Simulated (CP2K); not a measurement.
The C K edge of 3-formylpyridine was computed by TDDFT (CP2K XAS_TDP, aug-cc-pVDZ, TDA) at these levels: PBE0, PBEh(45%) and PBEh(45%) + GW2X. The first three lines of C2 (bonded to C, O and H) with a strength over 0.0015, energy in eV and strength:

```tsv
run	first	second	third
1	288.19 (0.060)	293.37 (0.008)	293.38 (0.017)
2	276.20 (0.044)	279.71 (0.013)	280.10 (0.006)
3	281.51 (0.061)	286.69 (0.009)	286.71 (0.017)
```

Which run is which?

Run 1: PBEh(45%) + GW2X (45 % exact exchange). Run 2: PBE0 (25 % exact exchange). Run 3: PBEh(45%) (45 % exact exchange). Self-interaction lifts the core level, so the uncorrected lines rise with the share of exact exchange. The GW2X run keeps the spacings of its parent: 5.18 eV between the first two lines in run 1, 5.18 eV in run 3. Its shift is +6.68 eV, since the Kohn–Sham level at this share of exchange lies that far above the quasiparticle level.

[Banner, clock and machine lines of the logs are left out without a mark of their own.]

[Logs are printed without paths, hosts, clocks, repeated set-up lines and the standing remarks that a program may print on its own settings, such as how far it seeks lower states.]

[Hosts, paths, dates, database ids (printed as entryN), source tags and the programs' standing remarks are cut or masked in the printed files.]
